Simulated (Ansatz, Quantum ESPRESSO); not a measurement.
**NbTe2 (P-3m1): zone-centre phonons**

Aim: the zone-centre modes of NbTe2 (P-3m1).

Method: DFT LDA, scalar-relativistic, plane waves, GBRV ultrasoft pseudopotentials, in Quantum ESPRESSO 7.5.

**1. Set-up**

Symmetry: P-3m1, No. 164, trigonal system. Conventional cell: a = 3.720 Å, b = 3.720 Å, c = 7.148 Å, α = 90.00°, β = 90.00°, γ = 120.00°. Nb has 6 Te at 2.81 Å nearest. Te has 3 Nb at 2.81 Å nearest. Farther neighbours and most contacts between anions are not listed.

**2. A probe with smearing**

Before anything dear is run, a loose run with smearing shows whether this is a metal and how far the cell is from rest.

probe.in reads:

```
&control
   calculation = 'scf'
   prefix = 'x'
   outdir = './tmp'
   pseudo_dir = './pseudo'
   tprnfor = .true.
   tstress = .true.
   verbosity = 'high'
/
&system
   ibrav = 4
   celldm(1) = 7.03065817
   celldm(3) = 1.92133732
   nat = 3
   ntyp = 2
   ecutwfc = 40.0
   ecutrho = 240.0
   occupations = 'smearing'
   smearing = 'gaussian'
   degauss = 0.01
   nspin = 2
   starting_magnetization(1) = -0.077
/
&electrons
   conv_thr = 1.0d-07
   mixing_beta = 0.4
   electron_maxstep = 100
/
ATOMIC_SPECIES
 Nb     92.9064  Nb.upf
 Te    127.6000  Te.upf
ATOMIC_POSITIONS crystal
 Nb     0.000000000   0.000000000   0.000000000
 Te     0.666666670   0.333333330   0.745632230
 Te     0.333333330   0.666666670   0.254367770
K_POINTS automatic
 6 6 4 0 0 0
```

Command:

```
OMP_NUM_THREADS=1 mpirun -n 4 pw.x -nk 4 -in probe.in > probe.out
```

The log of the run:

```text
[banners, grids, parts of the stress and lines that vanish by symmetry left out]
Program PWSCF v.7.5
     bravais-lattice index     =            4
     lattice parameter (alat)  =       7.0307  a.u.
[...]
kinetic-energy cutoff     =      40.0000  Ry
     charge density cutoff     =     240.0000  Ry
     scf convergence threshold =      1.0E-07
[...]
Exchange-correlation= SLA  PZ   NOGX NOGC
                           (   1   1   0   0   0   0   0)
[...]
12 Sym. Ops., with inversion, found
[...]
(     0          1          0      )
                  (     0          0          1      )
[...]
(  0.0000000  1.0000000  0.0000000 )
                  (  0.0000000  0.0000000  1.0000000 )
[...]
(    -1         -1          0      )
[...]
(  0.0000000  0.0000000  1.0000000 )
[...]
number of k points=    24  Gaussian smearing, width (Ry)=  0.0100
[...]
atom   1 (R=0.312)  charge= 10.6121  magn= -0.0002
     atom   2 (R=0.312)  charge=  3.4827  magn=  0.0000
     atom   3 (R=0.312)  charge=  3.4827  magn=  0.0000
     End of self-consistent calculation
[...]
the Fermi energy is     8.2949 ev
!    total energy              =    -171.26001284 Ry
[...]
convergence has been achieved in  12 iterations
[...]
atom    1 type  1   force =     0.00000000   -0.00000000    0.00000000
     atom    2 type  2   force =     0.00000000    0.00000000    0.01066448
     atom    3 type  2   force =     0.00000000    0.00000000   -0.01066448
[...]
Total force =     0.015082     Total SCF correction =     0.000009
[...]
total   stress  (Ry/bohr**3)                   (kbar)     P=      -47.15
[...]
XML data file, charge density, pseudopotentials, collected wavefunctions

   JOB DONE.

[key lines of the parts left out:]
total magnetization       =    -0.00 Bohr mag/cell
```

The job ended after 13 s (4 MPI ranks of Arm Neoverse V1, shared host).

Numbers from this step:

```yaml
volume_per_atom: 28.56 Å³
pressure: -4.715 GPa
gap_on_the_k_mesh: 0 eV
```

No gap opens on this mesh, so smearing is kept; the start stands at -4.7 GPa.

**3. Relaxing the cell and atoms**

The relaxation runs at a cutoff a fifth above that of the response, since stress converges more slowly with the basis than frequencies do. Forces and stress are brought to rest with tight thresholds.

relax.in reads:

```
&control
   calculation = 'vc-relax'
   prefix = 'x'
   outdir = './tmp'
   pseudo_dir = './pseudo'
   tprnfor = .true.
   tstress = .true.
   forc_conv_thr = 2.0d-05
   etot_conv_thr = 1.0d-07
   nstep = 40
/
&system
   ibrav = 4
   celldm(1) = 7.03065817
   celldm(3) = 1.92133732
   nat = 3
   ntyp = 2
   ecutwfc = 48
   ecutrho = 288.0
   occupations = 'smearing'
   smearing = 'mv'
   degauss = 0.02
/
&electrons
   conv_thr = 1.0d-11
   mixing_beta = 0.7
   electron_maxstep = 100
/
&ions
/
&cell
   press_conv_thr = 0.2
/
ATOMIC_SPECIES
 Nb     92.9064  Nb.upf
 Te    127.6000  Te.upf
ATOMIC_POSITIONS crystal
 Nb     0.000000000   0.000000000   0.000000000
 Te     0.666666670   0.333333330   0.745632230
 Te     0.333333330   0.666666670   0.254367770
K_POINTS automatic
 9 9 4 0 0 0
```

Command:

```
OMP_NUM_THREADS=1 mpirun -n 4 pw.x -nk 4 -in relax.in > relax.out
```

The log of the run:

```text
[banners, grids, parts of the stress and lines that vanish by symmetry left out]
[banner, memory and clock lines left out]
Program PWSCF v.7.5

[...]
kinetic-energy cutoff     =      48.0000  Ry
     charge density cutoff     =     288.0000  Ry
     scf convergence threshold =      1.0E-11
[...]
energy convergence thresh.=      1.0E-07
     force convergence thresh. =      2.0E-05
     press convergence thresh. =      2.0E-01
     Exchange-correlation= SLA  PZ   NOGX NOGC
                           (   1   1   0   0   0   0   0)
[...]
12 Sym. Ops., with inversion, found
[...]
number of k points=    43  Marzari-Vanderbilt smearing, width (Ry)=  0.0200
[...]
End of self-consistent calculation
[...]
the Fermi energy is     8.2681 ev
!    total energy              =    -171.25984747 Ry
[...]
convergence has been achieved in  12 iterations
[...]
atom    1 type  1   force =     0.00000000    0.00000000    0.00000000
     atom    2 type  2   force =     0.00000000    0.00000000    0.01109634
     atom    3 type  2   force =     0.00000000    0.00000000   -0.01109634
     Total force =     0.015693     Total SCF correction =     0.000000
[...]
total   stress  (Ry/bohr**3)                   (kbar)     P=      -47.73
[...]
number of bfgs steps    =   0
[...]
CELL_PARAMETERS (alat=  7.03065817)
[...]
ATOMIC_POSITIONS (crystal)
Nb               0.0000000000        0.0000000000        0.0000000000
Te               0.6666666700        0.3333333300        0.7464536782
Te               0.3333333300        0.6666666700        0.2535463218
[...]
New effective cutoffs (rho, wfc):  292.69   48.82
[...]
End of self-consistent calculation
[...]
the Fermi energy is     8.5944 ev
!    total energy              =    -171.26355448 Ry
[...]
convergence has been achieved in   9 iterations
[...]
atom    1 type  1   force =     0.00000000    0.00000000    0.00000000
     atom    2 type  2   force =     0.00000000    0.00000000   -0.00217948
     atom    3 type  2   force =     0.00000000    0.00000000    0.00217948
     Total force =     0.003082     Total SCF correction =     0.000000
[...]
total   stress  (Ry/bohr**3)                   (kbar)     P=      -27.44
[...]
number of bfgs steps    =   1
[...]
CELL_PARAMETERS (alat=  7.03065817)
[...]
ATOMIC_POSITIONS (crystal)
Nb               0.0000000000        0.0000000000       -0.0000000000
[...]
New effective cutoffs (rho, wfc):  299.96   50.08
[...]
End of self-consistent calculation
[...]
the Fermi energy is     9.0584 ev
!    total energy              =    -171.26555617 Ry
[...]
convergence has been achieved in   9 iterations
[...]
atom    1 type  1   force =     0.00000000    0.00000000    0.00000000
     atom    2 type  2   force =    -0.00000000   -0.00000000   -0.01687038
     atom    3 type  2   force =     0.00000000    0.00000000    0.01687038
     Total force =     0.023858     Total SCF correction =     0.000001
[...]
total   stress  (Ry/bohr**3)                   (kbar)     P=       -0.40
[...]
number of bfgs steps    =   2
[...]
CELL_PARAMETERS (alat=  7.03065817)
[...]
ATOMIC_POSITIONS (crystal)
[...]
New effective cutoffs (rho, wfc):  301.97   50.43
[...]
Total force =     0.006420     Total SCF correction =     0.000001
[...]
total   stress  (Ry/bohr**3)                   (kbar)     P=       -0.09
[...]
number of bfgs steps    =  11
[...]
the Fermi energy is    10.3489 ev
!    total energy              =    -171.27029739 Ry
[...]
convergence has been achieved in   8 iterations
[...]
Total force =     0.003931     Total SCF correction =     0.000003
[...]
total   stress  (Ry/bohr**3)                   (kbar)     P=       -1.62
[...]
number of bfgs steps    =  12
[...]
the Fermi energy is    10.3211 ev
!    total energy              =    -171.27033383 Ry
[...]
convergence has been achieved in   7 iterations
[...]
Total force =     0.000396     Total SCF correction =     0.000001
[...]
total   stress  (Ry/bohr**3)                   (kbar)     P=       -0.43
[...]
number of bfgs steps    =  13
[...]
New effective cutoffs (rho, wfc):  341.22   56.89
[...]
the Fermi energy is    10.3213 ev
!    total energy              =    -171.27033506 Ry
[...]
convergence has been achieved in   7 iterations
[...]
atom    2 type  2   force =     0.00000000    0.00000000    0.00000678
     atom    3 type  2   force =    -0.00000000   -0.00000000   -0.00000678
     Total force =     0.000010     Total SCF correction =     0.000002
[...]
total   stress  (Ry/bohr**3)                   (kbar)     P=       -0.04
[...]
number of bfgs steps    =  14
[...]
CELL_PARAMETERS (alat=  7.03065817)
[...]
ATOMIC_POSITIONS (crystal)
[...]
New effective cutoffs (rho, wfc):  341.27   56.90
[...]
End of self-consistent calculation
[...]
the Fermi energy is    10.3226 ev
!    total energy              =    -171.27033507 Ry
[...]
convergence has been achieved in   6 iterations
[...]
atom    1 type  1   force =     0.00000000   -0.00000000   -0.00000000
     atom    2 type  2   force =     0.00000000    0.00000000   -0.00000095
     atom    3 type  2   force =    -0.00000000   -0.00000000    0.00000095
     Total force =     0.000001     Total SCF correction =     0.000000
[...]
total   stress  (Ry/bohr**3)                   (kbar)     P=       -0.00
[...]
bfgs converged in  16 scf cycles and  15 bfgs steps
[...]
End of BFGS Geometry Optimization
     Final enthalpy           =    -171.2703350655 Ry
     File ./tmp/x.bfgs deleted, as requested
[...]
CELL_PARAMETERS (alat=  7.03065817)
[...]
ATOMIC_POSITIONS (crystal)
[...]
Te               0.6666666700        0.3333333300        0.7232645748
Te               0.3333333300        0.6666666700        0.2767354252
[...]
Final scf calculation at the relaxed structure.
[...]
kinetic-energy cutoff     =      48.0000  Ry
     charge density cutoff     =     288.0000  Ry
     scf convergence threshold =      1.0E-13
[...]
press convergence thresh. =      2.0E-01
     Exchange-correlation= SLA  PZ   NOGX NOGC
                           (   1   1   0   0   0   0   0)
[...]
12 Sym. Ops., with inversion, found
[...]
number of k points=    43  Marzari-Vanderbilt smearing, width (Ry)=  0.0200
[...]
End of self-consistent calculation
[...]
the Fermi energy is    10.3226 ev
!    total energy              =    -171.27012487 Ry
[...]
convergence has been achieved in  13 iterations
[...]
atom    1 type  1   force =     0.00000000    0.00000000    0.00000000
     atom    2 type  2   force =     0.00000000    0.00000000   -0.00001192
     atom    3 type  2   force =    -0.00000000   -0.00000000    0.00001192
     Total force =     0.000017     Total SCF correction =     0.000000
[...]
total   stress  (Ry/bohr**3)                   (kbar)     P=       -0.36
[...]
XML data file, charge density, pseudopotentials, collected wavefunctions
```

Elapsed: 2.6 min, on 4 MPI ranks.

The steps of the relaxation:

```
step  energy less that of the first step (eV)  largest force (eV/Å)  pressure (GPa)  volume (Å³)
   1                                   0.0000                0.2853           -4.77        85.69
   2                                  -0.0504                0.0560           -2.74        83.62
   3                                  -0.0777                0.4338           -0.04        80.85
   4                                  -0.0857                0.4048            0.17        80.24
   5                                  -0.0949                0.3169            0.15        79.64
   6                                  -0.1037                0.1850            0.05        78.83
   7                                  -0.1090                0.0387           -0.09        77.89
   8                                  -0.1120                0.0119           -0.16        77.47
   9                                  -0.1174                0.0575           -0.21        76.88
  10                                  -0.1248                0.0944           -0.22        76.14
  11                                  -0.1340                0.1200           -0.16        75.19
  12                                  -0.1407                0.1167           -0.01        74.09
  13                                  -0.1422                0.0715           -0.16        74.53
  14                                  -0.1427                0.0072           -0.04        74.66
  15                                  -0.1427                0.0002            0.00        74.66
  16                                  -0.1427                0.0000            0.00        74.65
  17                                  -0.1398                0.0003           -0.04        74.65
```

```
conventional cell, symmetrised  before  after   change
                         a (Å)   3.720  3.626   -2.5 %
                         b (Å)   3.720  3.626   -2.5 %
                         c (Å)   7.148  6.555   -8.3 %
              volume (Å³/atom)   28.56  24.88  -12.9 %
```

The atoms that moved most (Å, as changes of fractional coordinates times the final cell):

```
atom     dx     dy      dz  length
 Te3  0.000  0.000   0.147   0.147
 Te2  0.000  0.000  -0.147   0.147
```

Final coordinates:

```cif
data_structure
_symmetry_space_group_name_H-M 'P 1'
_symmetry_Int_Tables_number 1
_cell_length_a 3.6262
_cell_length_b 3.6262
_cell_length_c 6.5552
_cell_angle_alpha 90.000
_cell_angle_beta 90.000
_cell_angle_gamma 120.000
_cell_volume 74.65
loop_
_atom_site_label
_atom_site_type_symbol
_atom_site_fract_x
_atom_site_fract_y
_atom_site_fract_z
_atom_site_occupancy
Nb1 Nb 0.00000 0.00000 0.00000 1
Te2 Te 0.66667 0.33333 0.72326 1
Te3 Te 0.33333 0.66667 0.27674 1
```

The last row of the table of steps is pw.x's closing run on a basis chosen anew for the final cell, so its energy can jump.

Read from the output:

```
volume per atom : 24.88 Å³
pressure        : -0.03633 GPa
```

The volume changes by -12.9 % from the cell with which this run began.

**4. Ground state**

Perturbation theory inherits every error of the wavefunctions, so the threshold is set near the limit of the arithmetic. Smearing stays on, as the first look found no gap above 0.3 eV.

scf.in reads:

```
&control
   calculation = 'scf'
   prefix = 'x'
   outdir = './tmp'
   pseudo_dir = './pseudo'
   tprnfor = .true.
   tstress = .true.
/
&system
   ibrav = 4
   celldm(1) = 6.85258146
   celldm(3) = 1.80772065
   nat = 3
   ntyp = 2
   ecutwfc = 40.0
   ecutrho = 240.0
   occupations = 'smearing'
   smearing = 'mv'
   degauss = 0.02
/
&electrons
   conv_thr = 1.0d-12
   mixing_beta = 0.7
   electron_maxstep = 100
/
ATOMIC_SPECIES
 Nb     92.9064  Nb.upf
 Te    127.6000  Te.upf
ATOMIC_POSITIONS crystal
 Nb     0.000000000   0.000000000   0.000000000
 Te     0.666666667   0.333333333   0.723264575
 Te     0.333333333   0.666666667   0.276735425
K_POINTS automatic
 9 9 4 0 0 0
```

Command:

```
OMP_NUM_THREADS=1 mpirun -n 4 pw.x -nk 4 -in scf.in > scf.out
```

The log of the run:

```text
[banners, grids, parts of the stress and lines that vanish by symmetry left out]
[banner, memory and clock lines left out]
Program PWSCF v.7.5

[...]
kinetic-energy cutoff     =      40.0000  Ry
     charge density cutoff     =     240.0000  Ry
     scf convergence threshold =      1.0E-12
[...]
Exchange-correlation= SLA  PZ   NOGX NOGC
                           (   1   1   0   0   0   0   0)
[...]
12 Sym. Ops., with inversion, found
[...]
number of k points=    43  Marzari-Vanderbilt smearing, width (Ry)=  0.0200
[...]
End of self-consistent calculation
[...]
the Fermi energy is    10.3227 ev
!    total energy              =    -171.26956865 Ry
[...]
convergence has been achieved in  13 iterations
[...]
atom    1 type  1   force =     0.00000000    0.00000000    0.00000000
     atom    2 type  2   force =     0.00000000    0.00000000   -0.00001285
     atom    3 type  2   force =     0.00000000    0.00000000    0.00001285
     Total force =     0.000018     Total SCF correction =     0.000000
[...]
total   stress  (Ry/bohr**3)                   (kbar)     P=        0.14
[...]
XML data file, charge density, pseudopotentials, collected wavefunctions
```

It took 11 s on 4 MPI ranks; 45 s of CPU time.

Read from the output:

- pressure: 0.01367 GPa

The cell stands at 0.014 GPa, close enough for phonons.

[end of part 1 of 3]

[Host names and launcher messages were left out of these logs when they were recorded.]

[Logs are printed without paths, hosts, clocks, repeated set-up lines and the standing remarks that a program may print on its own settings, such as how far it seeks lower states.]

[Hosts, paths, dates, database ids (printed as entryN), source tags and the programs' standing remarks are cut or masked in the printed files.]
